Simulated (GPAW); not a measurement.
# Dielectric function and optical constants of Be

Aim: the dielectric function of Be, and the optical constants that follow from it.

Program: GPAW 26.7.0. Level of theory: DFT, PBE, plane-wave PAW (GPAW data sets), scalar-relativistic, RPA, optical limit. Results are calculated unless marked as measured.

## (1) The structure

The structure is hexagonal, space group P6_3/mmc (No. 194). The conventional cell has a = 2.285 Å, b = 2.285 Å, c = 3.584 Å, α = 90.00°, β = 90.00°, γ = 120.00°. Nearest to Be lie 12 Be at 2.23 to 2.29 Å.

## (2) Ground state

The self-consistent density comes first; it also tells whether there is a gap, which decides the occupations and the need for a Drude term.

This step: DFT, PBE, plane-wave PAW (GPAW data sets), scalar-relativistic, ground state (GPAW 26.7.0).

Contents of gs.py:

```python
from ase import Atoms
from ase.dft.bandgap import bandgap
from gpaw import GPAW, PW, FermiDirac

atoms = Atoms(['Be', 'Be'],
              cell=[[2.285300000000, 0.000000000000, 0.000000000000],
                    [-1.142650000000, 1.979127855300, 0.000000000000],
                    [0.000000000000, 0.000000000000, 3.584200000000]],
              scaled_positions=[[0.666666666700, 0.333333333300, 0.750000000000],
                                [0.333333333300, 0.666666666700, 0.250000000000]],
              pbc=[True, True, True])
atoms.calc = GPAW(mode=PW(500), xc='PBE', kpts={'size': (15, 15, 8), 'gamma': True},
                  occupations=FermiDirac(0.05), maxiter=150, txt='gs.txt')
print('energy (eV)', atoms.get_potential_energy())
print('Fermi level (eV)', atoms.calc.get_fermi_level())
print('valence electrons', atoms.calc.get_number_of_electrons())
print('gap (eV)', bandgap(atoms.calc, output=None)[0])
print('direct gap (eV)', bandgap(atoms.calc, direct=True, output=None)[0])
atoms.calc.write('gs.gpw')
```

The run is started by

```console
$ OMP_NUM_THREADS=1 python gs.py
```

Numbers of over 12 decimals in the logs are rounded to 6 here.

What it wrote:

```text
__  _  _
 | _ |_)|_||  |
 |__||  | ||/\| - 26.7.0

Versions:
  Python: 3.12.14
  ASE:    3.29.0
  Numpy:  2.5.5
  Scipy:  1.18.1
  Libxc:  7.0.0

Input parameters:
  mode=PW(ecut=500.0),
  kpts=MonkhorstPack(size=(15, 15, 8), gamma=True),
  maxiter=150,
  occupations=Occupations(name='fermi-dirac', width=0.05, fixmagmom=False),
  xc=XC(name='PBE')

Diagonalizing LCAO Hamiltonian
Converting LCAO to pw mode

          Be

        Be

Atoms  # Å, Bohr magnetons
|   | symbol |         x |        y |        z |    initial magnetic moments |
| 0 |     Be |  1.142650 | 0.659709 | 2.688150 | ( 0.0000,  0.0000,  0.0000) |
| 1 |     Be | -0.000000 | 1.319419 | 0.896050 | ( 0.0000,  0.0000,  0.0000) |

Unit cell  # Å
| periodic |         x |        y |        z |  lengths |     angles |
|      yes |  2.285300 | 0.000000 | 0.000000 | 2.285300 |  90.000000 |
|      yes | -1.142650 | 1.979128 | 0.000000 | 2.285300 |  90.000000 |
|      yes |  0.000000 | 0.000000 | 3.584200 | 3.584200 | 120.000000 |

Number of symmetries: 12
Symmetry operations  # r_c * U_cc + t_c -> r_c
|    | kind |            matrix            |
|  0 |  σ   |  1, 1, 0,  0,-1, 0,  0, 0, 1 |
|  1 |  S6  |  1, 1, 0, -1, 0, 0,  0, 0,-1 |
|  2 |  E   |  1, 0, 0,  0, 1, 0,  0, 0, 1 |
|  3 |  C2  |  1, 0, 0, -1,-1, 0,  0, 0,-1 |
|  4 |  C2  |  0, 1, 0,  1, 0, 0,  0, 0,-1 |
|  5 |  C3  |  0, 1, 0, -1,-1, 0,  0, 0, 1 |
|  6 |  S6  |  0,-1, 0,  1, 1, 0,  0, 0,-1 |
|  7 |  σ   |  0,-1, 0, -1, 0, 0,  0, 0, 1 |
|  8 |  σ   | -1, 0, 0,  1, 1, 0,  0, 0, 1 |
|  9 |  i   | -1, 0, 0,  0,-1, 0,  0, 0,-1 |
| 10 |  C3  | -1,-1, 0,  1, 0, 0,  0, 0, 1 |
| 11 |  C2  | -1,-1, 0,  0, 1, 0,  0, 0,-1 |

BZ-sampling:
  Number of BZ points: 1800
  Number of IBZ points: 192

  Monkhorst-Pack size: [15, 15, 8]
  Monkhorst-Pack shift: [0.0, 0.0, 0.0625]

K-points  # in reciprocal-cell coordinates
|     |                                coordinates |     weight |
|   0 | (  0.00000000,   0.00000000,   0.00000000) | 0.00055556 |
|   1 | (  0.00000000,   0.00000000,   0.12500000) | 0.00111111 |
|   2 | (  0.00000000,   0.00000000,   0.25000000) | 0.00111111 |
|   3 | (  0.00000000,   0.00000000,   0.37500000) | 0.00111111 |
|   4 | (  0.00000000,   0.00000000,   0.50000000) | 0.00055556 |
|   5 | (  0.06666667,   0.00000000,  -0.37500000) | 0.00333333 |
|   6 | (  0.06666667,   0.00000000,  -0.25000000) | 0.00333333 |
|   7 | (  0.06666667,   0.00000000,  -0.12500000) | 0.00333333 |
|   8 | (  0.06666667,   0.00000000,   0.00000000) | 0.00333333 |
|   9 | (  0.06666667,   0.00000000,   0.12500000) | 0.00333333 |
| ... |                                            |            |
| 191 | (  0.46666667,   0.46666667,   0.50000000) | 0.00333333 |

Plane wave coefficients: 424
Cutoff: 500.0 eV

Spin-components: 1 (collinear spins)
Bands:           7
Projectors:      6
Spin-degeneracy: 2
Datatype:        complex128

Parallelization:
  kpt:    1
  domain: 1
  band:   1

Density:
  Valence electrons: 4.0
  Components: 1
  Grid points: [12 12 20]
  Charge: 0.0  # |e|

Potential:
  Grid points: [12 12 20]

species:
  Be:
    name:    Beryllium
    id:
    Z:       4.0
    valence: 2
    core:    2
    charge:  0.0  # [|e|]
    compensation charges:
      type: gauss
      rc: 0.25  # [Å]
      lmax: 2
    cutoffs:
      filter: 1.42  # [Å]
      core: 1.77  # [Å]
    projectors
    | kind |    occ | energy [eV] | rcut [Å] |
    |   2s |  2.000 |      -5.610 |    0.794 |
    |   2p |  0.000 |      -2.018 |    0.794 |
    |    s |        |      21.602 |    0.794 |

    Using partial waves for Be as LCAO basis

Reference energy: -796.369947  # eV

eigensolver:
  PPCG
  Converge bands: occupied
  niter=2

density mixing:
  MSR1-Mixer
  Pratt-step length: 0.05
  Maximum mixing coefficient: 0.75
  Old densities: 10
  SVD Regularization: 0.005
  Good broyden scale: 1.0
  Trust region scale: 1.0
  Backstep threshold: 4.0
  History deletion threshold: 6.0
  Fourier metric: weight=20.0, sigma=0.015

occupation numbers:
  Fermi-Dirac:
    width: 0.0500  # eV

poisson solver:
  ecut: 4000.0  # eV

xc functional:
  name: PBE with 2 nearest neighbor stencil

convergence criteria:
- Maximum [total energy] change in last 3 cyles: 0.0005 eV / valence electron
- Maximum integral of absolute [dens]ity change: 0.0001 electrons / valence electron
- Maximum integral of absolute [eigenst]ate change: 4e-08 eV^2 / valence electron
maximum number of iterations: 150

SCF iterations
|iter     |      energy | eigst |  dens |
|iter:   1||   -7.394508 | +0.15 |       |
|iter:   2||   -7.393971 | -3.45 | -1.31 |
|iter:   3||   -7.396705 | -3.04 | -1.34 |
|iter:   4||   -7.397824 | -4.01 | -1.89 |
|iter:   5||   -7.397833c| -6.97 | -2.82 |
|iter:   6||   -7.397834c| -8.40c| -3.34 |
|iter:   7||   -7.397834c| -9.24c| -5.05c|

Converged in 7 steps
SCF loop duration: 7.345 s (1.049 s/step)
Energy contributions relative to reference atoms: (reference = -796.369947)

Energy contributions:
  Kinetic:           5.657763
  Coulomb:          -2.259260
  Zero:             -0.120348
  External:          0.000000
  Xc:              -10.675388
  Entropy:          -0.001203
  Spinorbit:         0.000000
  ----------------------------
  Free energy:      -7.398435
  Extrapolated:     -7.397834

dipole moment: (0.000003, 0.000005, 0.000009)  # |e|*Ang

Fermi level: 7.608
Eigenvalues  # (at kpt = [0.000, 0.000, 0.000])
| band index |      eig [eV] | occ [0-2] |
|          0 |        -3.945 |     2.000 |
|          1 |         2.962 |     2.000 |
|          2 |         8.406 |     0.000 |
|          3 |        22.949 |     0.000 |
|          4 |        22.949 |     0.000 |
|          5 |        25.822 |     0.000 |
|          6 |        25.822 |     0.000 |

No gap
No difference between direct/indirect transitions

--- standard output ---
energy (eV) -7.397834
Fermi level (eV) 7.608037
valence electrons 4.0
gap (eV) 0.0
direct gap (eV) 0.0
```

The job ended after 10 s (1 thread of Arm Neoverse V1, shared host; peak memory 0.13 GiB).

This step gave:

```
energy       : -7.398 eV
Fermi energy : 7.608 eV
electrons    : 4
```

There are states at the Fermi level within the smearing, so the occupations stay smeared and the carriers get a Drude term.

## (3) Bands for the response

The response needs many more empty bands than the density does.

This step: DFT, PBE, plane-wave PAW (GPAW data sets), scalar-relativistic, bands at fixed density (GPAW 26.7.0).

Contents of nscf.py:

```python
from ase.dft.bandgap import bandgap
from gpaw import GPAW, FermiDirac

calc = GPAW('gs.gpw').fixed_density(kpts={'size': (24, 24, 13), 'gamma': True}, nbands=25, convergence={'bands': 19},
                                    occupations=FermiDirac(0.05), txt='nscf.txt')
print('gap (eV)', bandgap(calc, output=None)[0])
print('direct gap (eV)', bandgap(calc, direct=True, output=None)[0])
print('top band over the Fermi level (eV)', min(calc.get_eigenvalues(kpt=k)[18] for k in range(len(calc.get_ibz_k_points()))) - calc.get_fermi_level())
calc.write('full.gpw', mode='all')
```

The run is started by

```console
$ OMP_NUM_THREADS=1 python nscf.py
```

What it wrote:

```text
Diagonalizing LCAO Hamiltonian
Converting LCAO to pw mode
convergence criteria:
- Maximum integral of absolute [eigenst]ate change: 4e-08 eV^2 / valence electron
maximum number of iterations: 150

SCF iterations
|iter     |      energy | eigst |  dens |
|iter:   1||             | +3.54 |       |
|iter:   2||             | +1.79 |       |
|iter:   3||             | -0.68 |       |
|iter:   4||             | -2.58 |       |
|iter:   5||             | -4.67 |       |
|iter:   6||             | -6.30 |       |
|iter:   7||             | -7.17 |       |
|iter:   8||             | -7.90c|       |
SCF steps: 8
  __  _  _
 | _ |_)|_||  |
 |__||  | ||/\| - 26.7.0

Versions:
  Python: 3.12.14
  ASE:    3.29.0
  Numpy:  2.5.5
  Scipy:  1.18.1
  Libxc:  7.0.0

Input parameters:
  mode=PW(ecut=500.0),
  convergence={'bands': 19},
  gpts=array([12, 12, 20]),
  kpts=MonkhorstPack(size=(24, 24, 13), gamma=True),
  maxiter=150,
  nbands=25,
  occupations=Occupations(name='fermi-dirac', width=0.05, fixmagmom=False),
  parallel={},
  xc=XC(name='PBE')

--- standard output ---
gap (eV) 0.0
direct gap (eV) 0.0
top band over the Fermi level (eV) 35.284170
```

Wall time 95 s (1 thread); peak memory 0.28 GiB.

## (4) Dielectric function, RPA

Transitions between filled and empty bands, summed over the zone, give the optical response, so mesh, band count and broadening shape it.

The induced potential is part of this response.

This step: DFT, PBE, plane-wave PAW (GPAW data sets), scalar-relativistic, RPA, optical limit (GPAW 26.7.0).

Contents of df.py:

```python
from gpaw.response.df import DielectricFunction

df = DielectricFunction('full.gpw', frequencies={'type': 'nonlinear', 'domega0': 0.03, 'omega2': 8},
                        ecut=60,
                        eta=0.2,
                        nbands=19,
                        rate=0.05,
                        txt='df.txt')
for direction in ['x', 'z']:
    df.get_dielectric_function(xc='RPA', direction=direction, filename=f'df_{direction}.csv')
```

The run is started by

```console
$ OMP_NUM_THREADS=1 python df.py
```

What it wrote:

```text
Using integrator: PointIntegrator
NonLinearFrequencyDescriptor(from 0.000 to 64.819 eV, 497 points)
Nonperiodic BCs:  [False False False]
Using integrator: PointIntegrator
NonLinearFrequencyDescriptor(from 0.000 to 64.819 eV, 497 points)
Nonperiodic BCs:  [False False False]
Using integrator: PointIntegrator

Calculating chi0 body with:
    Ground state adapter containing:
    Number of spins: 1
    Number of kpoints: 7488
    Number of irreducible kpoints: 715
    Number of completely occupied states: 1
    Number of partially occupied states: 4

    Linear response parametrization:
    q_c: [0.0, 0.0, 0.0]
    Number of frequency points: 497
    Planewave cutoff: 60.0
    Number of bands: 19
    Number of planewaves: 23
    Broadening (eta): 0.2

Integrating chi0 body.

Symmetries of q_c:
    Direct symmetries (Uq -> q): 12
    Indirect symmetries (TUq -> q): 0
In total 12 allowed symmetries.

715 groups of equivalent kpoints. 90.451389% reduction.

Integral kind: spectral function

Calculating chi0 optical extensions with:
    Ground state adapter containing:
    Number of spins: 1
    Number of kpoints: 7488
    Number of irreducible kpoints: 715
    Number of completely occupied states: 1
    Number of partially occupied states: 4

    Linear response parametrization:
    Number of frequency points: 497
    Planewave cutoff: 60.0
    Number of bands: 19
    Number of planewaves: 23
    Broadening (eta): 0.2
Integrating chi0 head and wings.

Symmetries of q_c:
    Direct symmetries (Uq -> q): 12
    Indirect symmetries (TUq -> q): 0
In total 12 allowed symmetries.

715 groups of equivalent kpoints. 90.451389% reduction.

Integral kind: spectral function wings

Calculating drude chi0 with:
    Number of frequency points:497
    Plasma frequency decay rate: 0.05 eV

    Ground state adapter containing:
    Number of spins: 1
    Number of kpoints: 7488
    Number of irreducible kpoints: 715
    Number of completely occupied states: 1
    Number of partially occupied states: 4

Symmetries of q_c:
    Direct symmetries (Uq -> q): 12
    Indirect symmetries (TUq -> q): 0
In total 12 allowed symmetries.

715 groups of equivalent kpoints. 90.451389% reduction.

Integral kind: intraband
Plasma frequency:
[[4.15-0.j 0.  +0.j 0.  +0.j]
 [0.  +0.j 4.15-0.j 0.  -0.j]
 [0.  +0.j 0.  +0.j 2.6 +0.j]]
```

Elapsed: 18 s, on 1 thread; peak memory 0.17 GiB.

Numbers from this step:

| Quantity | Value |
| --- | --- |
| centre of weight of the strongest loss peak in the window | 17.91 eV |

The Im ε has structure finer than the step of the table below, so its rows give means over 1 eV, whole bins alone (the curve runs from 0.305 to 35.3 eV). Peaks (eV: height): E ∥ x 2.0: 23.8, 3.3: 18.5.

Sum at mesh points, not converged in k. The Im ε by photon energy; means over each step:

```tsv
photon energy (eV)	E ∥ x	E ∥ z
1	7.64	30.3
2	17.9	18.2
3	15.7	15.8
4	16.1	15.9
5	13.0	14.0
6	6.51	7.89
7	4.07	4.32
8	2.86	3.28
9	1.78	2.02
10	1.23	1.75
11	0.914	1.01
12	0.684	0.753
13	0.549	0.563
14	0.517	0.443
15	0.476	0.441
16	0.371	0.368
17	0.313	0.314
18	0.286	0.306
19	0.261	0.273
20	0.214	0.225
21	0.190	0.212
22	0.170	0.169
23	0.147	0.151
24	0.119	0.135
25	0.104	0.110
26	0.0878	0.105
27	0.0759	0.0838
28	0.0685	0.0790
29	0.0711	0.0653
30	0.0595	0.0569
31	0.0321	0.0416
32	0.0263	0.0266
33	0.0249	0.0183
34	0.0206	0.0166
```

Values under 1 per cm are given as 1; sum at mesh points, not converged in k. Absorption coefficient against photon energy:

```tsv
photon energy (eV)	E ∥ x (1/cm)	E ∥ z (1/cm)
1.01	1.0e5	3.2e5
1.99	5.2e5	4.9e5
3.02	6.3e5	6.5e5
3.98	1.1e6	1.1e6
4.98	1.6e6	1.6e6
6.02	1.6e6	1.8e6
6.99	1.6e6	1.6e6
8.03	1.6e6	1.7e6
9.02	1.5e6	1.6e6
10.03	1.5e6	1.6e6
11.03	1.4e6	1.6e6
12.02	1.3e6	1.4e6
13.00	1.1e6	1.4e6
14.04	1.0e6	1.2e6
14.96	9.6e5	1.0e6
16.03	8.5e5	9.5e5
16.96	6.8e5	7.6e5
18.05	6.0e5	6.8e5
18.97	5.3e5	6.2e5
20.06	4.2e5	4.9e5
20.95	3.6e5	4.7e5
22.02	3.2e5	3.5e5
23.01	2.6e5	3.0e5
24.04	2.0e5	2.6e5
24.97	1.8e5	2.0e5
25.94	1.7e5	2.0e5
26.95	1.5e5	1.6e5
28.00	1.3e5	1.6e5
28.92	1.3e5	1.3e5
30.07	1.1e5	1.1e5
31.07	58631	82240
31.90	51481	54103
32.98	49651	35896
34.10	39285	35977
35.03	37647	31637
```

The Im ε, E ∥ x has structure finer than the step of the table below, so its rows give means over 1 eV, whole bins alone (the curve runs from 0.305 to 35.3 eV). Peaks (eV: height): without local fields 2.0: 24.3, 3.3: 19.0; with local fields 2.0: 23.8, 3.3: 18.5.

Sum at mesh points, not converged in k. Table of Im ε, E ∥ x by photon energy; means over each step:

```tsv
photon energy (eV)	without local fields	with local fields
1	7.75	7.64
2	18.2	17.9
3	16.1	15.7
4	16.7	16.1
5	13.2	13.0
6	6.56	6.51
7	4.11	4.07
8	2.85	2.86
9	1.77	1.78
10	1.22	1.23
11	0.906	0.914
12	0.681	0.684
13	0.555	0.549
14	0.524	0.517
15	0.466	0.476
16	0.352	0.371
17	0.299	0.313
18	0.268	0.286
19	0.241	0.261
20	0.195	0.214
21	0.170	0.190
22	0.149	0.170
23	0.126	0.147
24	0.101	0.119
25	0.0876	0.104
26	0.0742	0.0878
27	0.0648	0.0759
28	0.0582	0.0685
29	0.0604	0.0711
30	0.0516	0.0595
31	0.0306	0.0321
32	0.0264	0.0263
33	0.0252	0.0249
34	0.0209	0.0206
```

Sum at mesh points, not converged in k. Reflectivity at normal incidence against photon energy; read off at these points:

```tsv
photon energy (eV)	E ∥ x (%)	E ∥ z (%)
1.0	25.4	53.7
2.0	51.6	47.6
3.0	42.4	42.4
4.0	48.3	48.7
5.0	56.8	55.4
6.0	59.1	61.9
6.3	61.5	65.3
7.0	57.6	57.6
8.0	58.8	59.0
8.3	60.6	60.9
9.0	60.1	58.8
10.0	59.8	55.4
11.0	56.2	63.4
12.0	52.4	55.9
13.0	47.8	59.4
14.0	39.5	53.8
15.0	33.8	40.6
16.0	33.5	41.3
17.0	25.6	30.8
18.0	19.8	23.2
19.0	14.6	20.5
20.0	11.4	15.6
21.0	8.58	11.8
22.0	6.27	9.02
23.0	5.04	6.43
24.0	4.20	5.55
25.0	3.59	4.10
26.0	2.89	3.51
27.0	2.28	2.86
28.0	1.84	2.41
29.0	1.53	2.08
30.0	1.55	1.74
31.0	1.22	1.49
32.0	0.950	1.27
33.0	0.810	1.03
34.0	0.692	0.838
35.0	0.580	0.705
```

Sum at mesh points, not converged in k. The loss function −Im 1/ε at q → 0 by energy loss; read off at these points:

```tsv
energy loss (eV)	E ∥ x	E ∥ z
1.0	0.0902	0.0425
2.0	0.0322	0.0454
3.0	0.0546	0.0617
4.0	0.0576	0.0608
5.0	0.0650	0.0638
6.0	0.0883	0.0716
7.0	0.121	0.118
8.0	0.139	0.127
9.0	0.177	0.179
10.0	0.231	0.214
11.0	0.328	0.216
12.0	0.485	0.378
13.0	0.797	0.437
14.0	1.23	0.756
15.0	1.63	1.36
16.0	2.31	1.84
17.0	3.30	3.09
18.0	3.23	3.27
19.0	2.70	3.42
19.4	2.77	3.43
20.0	2.16	2.97
21.0	1.56	2.24
22.0	1.08	1.56
23.0	0.774	1.02
24.0	0.532	0.811
25.0	0.421	0.511
26.0	0.327	0.448
27.0	0.258	0.315
28.0	0.208	0.273
29.0	0.187	0.208
30.0	0.159	0.165
31.0	0.0753	0.109
32.0	0.0568	0.0619
33.0	0.0506	0.0391
34.0	0.0389	0.0359
35.0	0.0333	0.0294
```

Optical constants at common wavelengths, from n + ik = √ε:

```tsv
wavelength (nm)	n x	k x	R (%) x	1/α x	n z	k z	R (%) z	1/α z
1064	3.51	0.996	34.2	85 nm	4.13	2.780	51.5	30 nm
800	4.19	1.434	42.2	44 nm	3.62	2.872	51.1	22 nm
532	3.42	2.612	48.1	16 nm	3.39	2.632	48.2	16 nm
450	3.14	2.205	42.9	16 nm	3.17	2.375	44.9	15 nm
405	3.54	2.104	43.5	15 nm	3.34	2.112	42.7	15 nm
308	3.15	2.712	48.7	9.0 nm	2.97	2.731	48.8	9.0 nm
193	0.98	2.451	60.5	6.3 nm	0.96	2.635	64.3	5.8 nm
```

A polished face would reflect 49 % of daylight and look light grey (CIE x = 0.322, y = 0.341 under D65).

## (5) Results

```
centre of weight of the strongest loss peak in the window, first axis : 17.9 eV
```

In words: At this level (PBE, RPA) Be is a metal. The mesh is too coarse to trust the carriers' weight, the reflectivity or the colour to better than tens of per cent. A polished face would reflect 49 % of daylight and look light grey (CIE x = 0.322, y = 0.341 under D65). The carriers' damping of 0.05 eV is typed, not computed; it shapes the response at the lowest energies. The curves end at 35 eV, about where the summed bands run out. GPAW's carrier term has the form −ωp²/(ω + i·rate)², which damps like twice the rate and fails at low energy, so the curves leave the lowest energies out. The sum runs over mesh points 0.13 Å⁻¹ apart with no interpolation, so peaks are partly noise of the mesh, and the Drude plasma energy, a sum over the Fermi surface, isn't converged.

[Machine, clock and banner lines and Python warnings are left out of the logs.]

[Logs are printed without paths, hosts, clocks, repeated set-up lines and the standing remarks that a program may print on its own settings, such as how far it seeks lower states.]

[Hosts, paths, dates, database ids (printed as entryN), source tags and the programs' standing remarks are cut or masked in the printed files.]
